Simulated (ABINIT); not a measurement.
Planning a run of ABINIT 10.8.3 on TiO2 (Rutile). The input:

```
acell 3*1.0 Angstrom
rprim 
  4.592200000000 0.000000000000 0.000000000000
  0.000000000000 4.592200000000 0.000000000000
  0.000000000000 0.000000000000 2.957400000000
ntypat 2
znucl 22 8
natom 6
typat 1 1 2 2 2 2
xred 
  0.000000000000 0.000000000000 0.000000000000
  0.500000000000 0.500000000000 0.500000000000
  0.304960000000 0.304960000000 0.000000000000
  0.195040000000 0.804960000000 0.500000000000
  0.695040000000 0.695040000000 0.000000000000
  0.804960000000 0.195040000000 0.500000000000
pp_dirpath "pseudos"
pseudos "Ti.upf, O.upf"
ecut 38
ngkpt 2 2 4
nshiftk 1
shiftk 0 0 0
kptopt 1
chksymbreak 0
istwfk *1
occopt 1
irdwfk 1
optdriver 4
nband 109
gwcalctyp 10
ecutsigx 38
symsigma 1
nkptgw 9
kptgw 
  0.0000000000 0.0000000000 0.0000000000
  0.5000000000 0.0000000000 0.0000000000
  0.5000000000 0.5000000000 0.0000000000
  0.0000000000 0.0000000000 0.2500000000
  0.5000000000 0.0000000000 0.2500000000
  0.5000000000 0.5000000000 0.2500000000
  0.0000000000 0.0000000000 0.5000000000
  0.5000000000 0.0000000000 0.5000000000
  0.5000000000 0.5000000000 0.5000000000
bdgw 
  13 30
  13 30
  13 30
  13 30
  13 30
  13 30
  13 30
  13 30
  13 30
ecuteps 3.9
irdscr 1
ppmodel 1
indata_prefix "in"
outdata_prefix "out"
tmpdata_prefix "tmp"
```

```sh
OMP_NUM_THREADS=1 mpirun -n 4 abinit run.abi > log
```

Question: Estimate wall time and host memory on 4 MPI ranks of Arm Neoverse V1, shared host.

It took 87 s; on shared hardware allow 43 s to 2.9 min. Peak host memory was 1.5 GiB.

[Paths, hosts, dates, memory and timing lines, banners, echoed tables and standing remarks are left out of the program output.]

[Logs are printed without paths, hosts, clocks, repeated set-up lines and the standing remarks that a program may print on its own settings, such as how far it seeks lower states.]

[Runs of the session that timed out or met a known fault of the program may be left out.]

[Hosts, paths, dates, database ids (printed as entryN), source tags and the programs' standing remarks are cut or masked in the printed files.]

[G0W0 gaps are taken among the corrected bands and points alone; a level outside them can change the order at an edge.]

[Where Ansatz stands beside ABINIT at settings called matched, ABINIT's density can come from a denser mesh and the files from another edition; pairs whose starting gaps differed by over 0.03 eV were left out, so agreement reads better than it is.]
